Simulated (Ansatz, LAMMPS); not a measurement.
# Squeezing and shearing glassy 75Sc2O3-25SiO2 (mol %) (72 atoms), part 2 of 4

Aim: relax glassy 75Sc2O3-25SiO2 (mol %) (72 atoms), then change its volume and shape to read moduli from the stress.

Ansatz 0.2.0; Kohn-Sham DFT, PBE, PAW (set soft_1), plane waves.

The cell: 24 Sc, 4 Si and 44 O. The quench rate of 20 K/ps is many orders above laboratory rates. The starting topology of bonds comes from the classical model. Sampling is at Γ alone.

So far. Step 2 (Single point at the start): The r.m.s. force at the start is 0.83 eV/Å. Step 3 (Cell and atoms relaxed): The relaxation converged after 14 steps, with a largest force component of 0.023 eV/Å.

### Step 4. Single point at the relaxed geometry

The electronic structure is read at the final geometry, in a run of its own.

Input file input.yaml:

```yaml
crystal:
  lattice:
    - [9.91965, -0.07745, -0.16647]
    - [-0.07745, 9.57667, 0.1081]
    - [-0.16647, 0.1081, 9.67886]
  atoms:
    - { symbol: Sc, position: [0.67293, 0.38543, 0.19682] }
    - { symbol: Sc, position: [0.46603, 0.98821, 0.94881] }
    - { symbol: Sc, position: [0.67329, 0.24979, 0.90855] }
    - { symbol: Sc, position: [0.47921, 0.25443, 0.45818] }
    - { symbol: Sc, position: [0.05949, 0.35692, 0.13669] }
    - { symbol: Sc, position: [0.32902, 0.38041, 0.89681] }
    [... 60 atom lines left out ...]
    - { symbol: O, position: [0.63876, 0.85477, 0.2524] }
    - { symbol: O, position: [0.84522, 0.97236, 0.11817] }
    - { symbol: O, position: [0.79421, 0.66426, 0.40722] }
    - { symbol: O, position: [0.34363, 0.51576, 0.06047] }
    - { symbol: O, position: [0.41571, 0.53722, 0.79227] }
    - { symbol: O, position: [0.66979, 0.99086, 0.90346] }
kpoints:
  mp_grid: { grid: [1, 1, 1] }
hamiltonian:
  xc: pbe
  pseudopotentials: { kind: paw, azcp: { folder: soft_1 } }
scf:
  occupations: { method: fermi_dirac, width: 0.05 }
output:
  forces: true
  stress: true
  populations: intrinsic
  dos:
    method: { smearing: { sigma: 0.1 } }
    de: 0.1
    projected: { site_lists: { O: [O], Sc: [Sc], Si: [Si] } }
  eigenvalues: true
  write_density: true
  write_potential: true
  volumetric_format: npy
  elf: true
```

The run is started by

```
ansatz run input.yaml --threads 4 --pin off --max-ram 8192MiB --backend cpu --events-out ev --progress --plain --runs-dir out
```

Numbers of over 12 decimals in the logs are rounded to 6 here.

The log of the run:

```text
[...]
Crystal: 72 atoms, lattice volume = 919.028 Å³
Basis set: ecut = 420 eV, 17941 PW (Γ), exchange–correlation on 144×144×144 points (8 copies of the dense FFT grid, shifted against one another)
Bands: 344, of which v1, the nominal top of the filled ones, is band 272 counted from 1 (271 counted from 0)
Symmetry: 1 space group operations
[...]
k-points: 1
[...]
SCF iter   1: F=—  HF=-78916.538855 eV  |F-HF|=—  |Δ(HF+E_count)|=         —  Δρ=7.29e-2  dr2=1.38e2  ethr=3.10e-3  ⟨swp⟩=5.0  Hψ=1277  notcnv=0  defer=20
[...]
SCF iter  20: F=-78897.008840 eV  HF=-78897.008840 eV  |F-HF|=1.86e-8  |Δ(HF+E_count)|=   2.81e-7  Δρ=2.68e-6  dr2=8.87e-8  ethr=1.84e-11  ⟨swp⟩=20.0  Hψ=3003  notcnv=0
SCF 1 converged in 20 iterations: F = -78897.008840 eV  dr2 = 8.87e-8
[...]
SCF converged after 20 iterations
Free energy (F): -78897.008840 eV
[...]
Internal energy: -78897.008840 eV  (E = F + TS)
E sigma→0 (E₀):  -78897.008840 eV
Fermi energy:    8.637265 eV
[...]
--- Forces (eV/Å), atoms counted from 1 ---
  atom   1  Sc    -0.00575811    -0.01514120    -0.00284319
  atom   2  Sc    -0.01375733     0.00913566     0.00205748
  atom   3  Sc     0.00757899    -0.00115909    -0.00542462
  atom   4  Sc    -0.00122938    -0.00706849     0.00180621
  atom   5  Sc     0.00045295     0.00039389     0.00167456
  atom   6  Sc    -0.00763702    -0.01130368    -0.00242462
  atom   7  Sc    -0.01034651    -0.00170942    -0.01470916
  atom   8  Sc     0.00389960    -0.00976160    -0.00081018
  atom   9  Sc    -0.00079105    -0.00383295    -0.00248679
  atom  10  Sc    -0.00704295    -0.00238202     0.00214175
  atom  11  Sc    -0.01095981     0.00184794    -0.00766954
  atom  12  Sc    -0.00790701    -0.00500140     0.00407438
  atom  13  Sc     0.00251353    -0.00288229     0.00382247
  atom  14  Sc     0.01318209     0.01095706    -0.00355960
[...]
atom  71  O      0.00091341     0.00287277     0.00103456
  atom  72  O      0.00190669    -0.01317557    -0.00627022
  max |Σ_I F_I| component: 8.33e-5 eV/Å
--- Stress (GPa, compression-positive) ---
        0.019899      -0.003541      -0.003561
       -0.003540      -0.025020       0.005221
       -0.003558       0.005222       0.001362
  P = ⅓ Tr σ = -0.0013 GPa (-0.013 kbar)
--- Band table (eV) ---
[...]
--- intrinsic populations: 72 sites ---
  site symbol       q [e]
     0     Sc      9.8514
     1     Sc      9.8356
     2     Sc      9.7947
[...]
71      O      6.8175
  spilling = 0.000000 (of n_electrons = 544.000000)
```

Elapsed: 22 s, on 4 threads of Arm Neoverse V2, shared host; peak memory 1.3 GiB; 82 s of CPU time.

Read from the output:

```
free energy                                      : -78897.0088 eV
free energy per atom                             : -1095.7918 eV/atom
SCF cycles                                       : 20
pressure                                         : -0.001253 GPa
r.m.s. force component                           : 0.00631 eV/Å
longest force                                    : 0.03395 eV/Å
Fermi energy                                     : 8.637 eV
gap (highest filled to lowest empty level) : 3.829 eV
```

Intrinsic-atomic-orbital charges by element and coordination:

```csv
element,coordination,atoms,mean charge (e),spread,least,most
O,all,44,-0.767,0.054,-0.853,-0.659
O,2,1,-0.853,0,-0.853,-0.853
O,3,27,-0.766,0.0606,-0.851,-0.659
O,4,16,-0.763,0.0367,-0.840,-0.710
Sc,all,24,1.15,0.0421,1.03,1.21
Sc,5,13,1.13,0.0396,1.03,1.19
Sc,6,11,1.17,0.0348,1.11,1.21
Si,all,4,1.55,0.0164,1.53,1.57
```

Density of states as counts of states in windows of 1 eV (from the Fermi level), total and the larger projections:

```csv
from (eV),to (eV),total,O p,Sc d
-14,-10,0.0,0.0,0.0
-10,-9,2.0,1.3,0.0
-9,-8,3.0,1.9,0.2
-8,-7,3.2,2.0,0.2
-7,-6,18.0,13.3,1.4
-6,-5,28.4,21.7,4.0
-5,-4,74.5,58.8,12.1
-4,-3,71.0,59.6,8.9
-3,-2,59.6,54.2,4.0
-2,-1,4.3,4.0,0.2
-1,1,0.0,0.0,0.0
1,2,2.9,0.2,2.5
2,3,46.5,3.1,40.4
```

Between -26 and -14 eV lie 88 more states.

About 192 of the 544 electrons lie in deeper levels, below the stored range.

The levels nearest the highest filled one (over half full), pooled over k-points and spins:

```csv
level less the highest filled one (eV),occupation
-0.249,2
-0.206,2
-0.155,2
-0.104,2
-0.0685,2
0,2
3.83,0
3.91,0
4.05,0
4.10,0
4.18,0
4.20,0
```

Valence density in the bc plane at fractional x = 0.656, with atoms of Sc and Si and O within 0.2 Å of it. It is the smooth field of the valence electrons, not physical close to the nuclei.

Ten even steps from '_' (0.0 e/Å³) to '@' (7.6 e/Å³), each cell a mean:
```
..________..----..__..**@@**..______________________..
**::______==%%%%==__..::==::______________________::**
##::______--%%%%==________________________________::##
::..______..::--..__________________________________::
______________________________________________________
________......______________________..::::..__________
..______--**++..____________________..::--..________..
++::__..==@@##::________......________....________..==
++::____..--::..______..--**==..__________________..==
..____________________..==%%++..____________________..
________________________..--::________________________
______________________________________________________
______________________________________________________
____________..----..__________________________________
____________::++++::__________________________________
__....______..----..__________________________________
..====..__________________________________..----::____
..====..__________..--::______....________::**%%==..__
__....__________..++@@##::____....________..==++--____
________..::..__..++@@##::____________________..______
________--**==..__::----______________________________
________--**==..______________________________________
________......________....____________________________
____________________..--**--..________________________
```
Columns run along b (9.6 Å), rows up along c (9.7 Å). Atoms in or near the plane, at fractional coordinates: Sc at (0.39, 0.20), Sc at (0.25, 0.91), Si at (0.70, 0.33), O at (0.49, 0.61), O at (0.45, 0.98), O at (0.20, 0.69), O at (0.85, 0.25), O at (0.99, 0.90).

Electrostatic potential energy in the bc plane at fractional x = 0.656, with atoms of Sc and Si and O within 0.2 Å of it. With pseudopotentials it is smooth inside the atoms' cores, unlike the true potential.

Ten even steps from '_' (-35 eV) to '@' (13 eV), each cell a mean:
```
**%%@@@@##==....==##**..__..**%%%%%%%%%%@@@@@@@@@@%%**
..==%%%%++..____..**##==::==%%%%%%####%%@@@@@@@@%%==__
__==%%%%**..____..**%%@@@@@@@@%%%%%%%%%%@@@@@@@@@@==__
++%%@@@@##==::::==##%%@@@@@@@@@@@@%%@@@@@@@@@@@@@@%%++
@@@@@@@@@@%%####%%%%@@@@@@@@@@@@@@@@@@%%%%@@@@@@@@@@@@
##%%@@@@%%**##%%@@@@@@@@@@@@@@@@@@@@%%====##@@@@@@%%##
--++##%%--..::**@@@@@@@@@@@@@@@@@@@@##==--##@@@@%%**==
__::**##::__..++@@@@@@@@%%##%%@@@@%%%%####@@@@@@##==__
__::**%%**--==%%@@@@@@%%--..::##%%%%%%%%%%@@@@%%##==__
--++##@@@@@@@@@@@@@@@@##::__..**%%%%%%%%%%@@@@@@%%**==
##%%%%@@@@@@@@@@%%%%@@@@**==++%%@@%%%%%%@@@@@@@@@@%%%%
@@@@@@@@@@@@@@@@@@@@@@@@@@@@@@@@@@@@@@@@@@@@@@@@@@@@@@
@@@@@@@@@@@@@@%%%%@@@@@@@@@@@@@@@@@@%%%%@@@@@@@@@@@@@@
@@@@@@@@@@@@##==--##@@@@@@@@@@@@@@%%****##%%@@@@@@@@@@
%%%%%%%%@@@@++....++@@@@@@@@@@@@%%==::::--**%%@@@@@@@@
**====**%%@@##==--##@@@@@@@@@@@@##::==**::==%%%%@@@@%%
--....--##%%@@%%%%######%%@@@@%%##--::--::==----++%%##
--____--##%%@@%%##--::--++%%%%####**==--++++..__::####
**====**%%@@@@%%==______::##%%%%%%%%%%%%%%##::..==%%%%
%%####%%##++##%%==______::##@@@@@@@@@@@@@@@@%%%%@@@@@@
@@@@@@%%--..::####--..::++%%@@@@@@@@@@@@@@@@@@@@@@@@@@
@@@@@@%%--..::##%%######%%@@@@@@@@@@@@@@@@@@@@@@@@@@@@
@@@@@@@@%%**##%%@@@@%%%%##%%@@@@@@@@@@@@@@@@@@@@@@@@@@
@@@@@@@@%%%%####%%%%##::..--%%@@@@%%@@@@@@@@@@@@@@@@@@
```
Columns run along b (9.6 Å; values clipped at the 3rd and 97th percentile), rows up along c (9.7 Å). Atoms in or near the plane, at fractional coordinates: Sc at (0.39, 0.20), Sc at (0.25, 0.91), Si at (0.70, 0.33), O at (0.49, 0.61), O at (0.45, 0.98), O at (0.20, 0.69), O at (0.85, 0.25), O at (0.99, 0.90).

The highest filled and lowest empty levels differ by 3.83 eV (at Γ alone); a semilocal functional tends to put such gaps too low. In a disordered cell it changes from sample to sample, and tail or defect levels can set it. Mean intrinsic-atomic-orbital charges: O -0.77, Sc +1.15, Si +1.55 e. The largest share in the top eV of filled states is O p (92 % of the projected weight), and in the lowest eV of empty states Sc d (88 % of the projected weight).

### Step 5. Volume -3 %

The relaxed cell is scaled evenly and the atoms are relaxed again; the stress at the end gives one point of P(V).

input.yaml, the sections that differ from step 4:

```yaml
crystal:
  lattice:
    - [9.81944, -0.07667, -0.16479]
    - [-0.07667, 9.47993, 0.10701]
    - [-0.16479, 0.10701, 9.58109]
  atoms:
    [... the 72 atom lines of step 4 ...]
output:
  forces: true
  eigenvalues: true
  stress: true
relax:
  f_tol: 0.05
  max_steps: 70
# kpoints, hamiltonian, scf: as in step 4
```

The log of the run:

```text
Warning: output.stress: scf.convergence.dr2_threshold = 1e-7 eV (the SCF's general default) is looser than the 7.2e-9 eV advised for a printed stress (1e-10 eV for each atom of the cell: 72). What an SCF threshold leaves in a stress goes as its square root, and in the free energy as the threshold itself, and one threshold admits the most on a small cell: [...]
[...]
Crystal: 72 atoms, lattice volume = 891.457 Å³
Basis set: ecut = 420 eV, 17407 PW (Γ), exchange–correlation on 144×128×144 points (8 copies of the dense FFT grid, shifted against one another)
Bands: 344, of which v1, the nominal top of the filled ones, is band 272 counted from 1 (271 counted from 0)
Symmetry: 1 space group operations
[...]
k-points: 1
[...]
SCF iter   1: F=—  HF=-78917.016770 eV  |F-HF|=—  |Δ(HF+E_count)|=         —  Δρ=6.96e-2  dr2=1.11e2  ethr=3.10e-3  ⟨swp⟩=4.0  Hψ=1271  notcnv=0  defer=24
[...]
SCF iter   9: F=—  HF=-78896.567778 eV  |F-HF|=—  |Δ(HF+E_count)|=   4.54e-4  Δρ=1.46e-4  dr2=4.46e-4  ethr=9.68e-7  ⟨swp⟩=2.0  Hψ=572  notcnv=0  defer=66
SCF iter  10: F=-78896.567791 eV  HF=-78896.567808 eV  |F-HF|=1.67e-5  |Δ(HF+E_count)|=   3.02e-5  Δρ=7.94e-5  dr2=4.92e-5  ethr=1.15e-8  ⟨swp⟩=15.0  Hψ=2232  notcnv=0
SCF 1 converged in 10 iterations: F = -78896.567791 eV  dr2 = 4.92e-5
[...]
relax step   1: F+E_penalty+E_count = -78896.56779119 eV  Δ(F+E_penalty+E_count) = +0.000e0 eV  max|allowed force component| = 3.868e-1 eV/Å  Δτ_max = 0.0000 Å  (10 SCF iters, dr2 threshold 6.25e-5 eV, accepted)
[...]
relax step   2: F+E_penalty+E_count = -78896.65622452 eV  Δ(F+E_penalty+E_count) = -8.843e-2 eV  max|allowed force component| = 2.369e-1 eV/Å  Δτ_max = 0.0415 Å  (6 SCF iters, dr2 threshold 9.35e-6 eV, accepted)
[...]
relax step   3: F+E_penalty+E_count = -78896.71261794 eV  Δ(F+E_penalty+E_count) = -5.639e-2 eV  max|allowed force component| = 1.361e-1 eV/Å  Δτ_max = 0.0604 Å  (7 SCF iters, dr2 threshold 3.51e-6 eV, accepted)
relax step   4: F+E_penalty+E_count = -78896.74450096 eV  Δ(F+E_penalty+E_count) = -3.188e-2 eV  max|allowed force component| = 1.372e-1 eV/Å  Δτ_max = 0.2000 Å  (7 SCF iters, dr2 threshold 6.12e-6 eV, accepted)
relax step   5: F+E_penalty+E_count = -78896.66823228 eV  Δ(F+E_penalty+E_count) = +7.627e-2 eV  max|allowed force component| = 1.153e0 eV/Å  Δτ_max = 0.2000 Å  (8 SCF iters, dr2 threshold 6.21e-6 eV, rejected (line search))
relax step   6: F+E_penalty+E_count = -78896.75428316 eV  Δ(F+E_penalty+E_count) = -9.782e-3 eV  max|allowed force component| = 1.071e-1 eV/Å  Δτ_max = 0.0403 Å  (10 SCF iters, accepted)
relax step   7: F+E_penalty+E_count = -78896.76218342 eV  Δ(F+E_penalty+E_count) = -7.900e-3 eV  max|allowed force component| = 3.047e-2 eV/Å  Δτ_max = 0.0456 Å  (6 SCF iters, dr2 threshold 6.98e-6 eV, accepted)
[...]
relax step   8: F+E_penalty+E_count = -78896.76218445 eV  Δ(F+E_penalty+E_count) = -1.029e-6 eV  max|allowed force component| = 3.051e-2 eV/Å  Δτ_max = 0.0000 Å  (4 SCF iters, accepted)
SCF converged after 4 iterations
Free energy (F): -78896.762184 eV
[...]
Internal energy: -78896.762184 eV  (E = F + TS)
E sigma→0 (E₀):  -78896.762184 eV
Fermi energy:    9.046295 eV
[...]
Σ components = -78896.762184   (vs F -78896.762184, Δ=0.00e0)
--- Forces (eV/Å), atoms counted from 1 ---
  atom   1  Sc    -0.00499387     0.00537091    -0.00015153
  atom   2  Sc     0.01786934    -0.00634108    -0.00458152
  atom   3  Sc     0.00682441    -0.00041486     0.00512664
  atom   4  Sc    -0.01106909     0.00196647     0.00010917
[...]
atom  72  O     -0.02526340     0.01452565    -0.00502909
  max |Σ_I F_I| component: 1.57e-4 eV/Å
--- Stress (GPa, compression-positive) ---
        3.006571      -0.133635      -0.060905
       -0.133634       3.260556      -0.023016
       -0.060903      -0.023015       2.423644
  P = ⅓ Tr σ = 2.8969 GPa (28.969 kbar)
--- Band table (eV) ---
[...]
--- Relaxed structure (8 steps of the walk, 7 accepted, 0 SCFs on fresh bases) ---
  F+E_penalty+E_count = -78896.76218445 eV   max|allowed force component| = 3.051e-2 eV/Å
  atoms:
    - { symbol: Sc, position: [0.666458, 0.383862, 0.196381] }
    - { symbol: Sc, position: [0.466303, 0.990286, 0.957091] }
    - { symbol: Sc, position: [0.669969, 0.249465, 0.905027] }
    - { symbol: Sc, position: [0.489151, 0.257358, 0.472063] }
[...]
- { symbol: O, position: [0.670728, 0.993924, 0.899430] }
```

Elapsed: 78 s, on 4 threads; peak memory 1.2 GiB; 4.9 min of CPU time.

The program notes that the SCF threshold is loose for the stress.

The relaxation converged after 8 steps, 0.194 eV below its start, with a largest force component of 0.031 eV/Å.

Volume -3 %: the energy stands 0.247 eV above that of the reference, at a pressure of 2.90 GPa.

### Step 6. Volume +3 %

The relaxed cell is scaled to another volume.

Input and log are left out; they have the form of those shown for this kind of step.

The job ended after 86 s (4 threads of Arm Neoverse V2, shared host; peak memory 1.3 GiB).

The relaxation converged after 8 steps, 0.168 eV below its start, with a largest force component of 0.021 eV/Å.

Volume +3 %: the energy stands 0.231 eV above that of the reference, at a pressure of -2.63 GPa.

[end of part 2 of 4]

[Logs are printed without paths, hosts, clocks, repeated set-up lines and the standing remarks that a program may print on its own settings, such as how far it seeks lower states.]

[Hosts, paths, dates, database ids (printed as entryN), source tags and the programs' standing remarks are cut or masked in the printed files.]
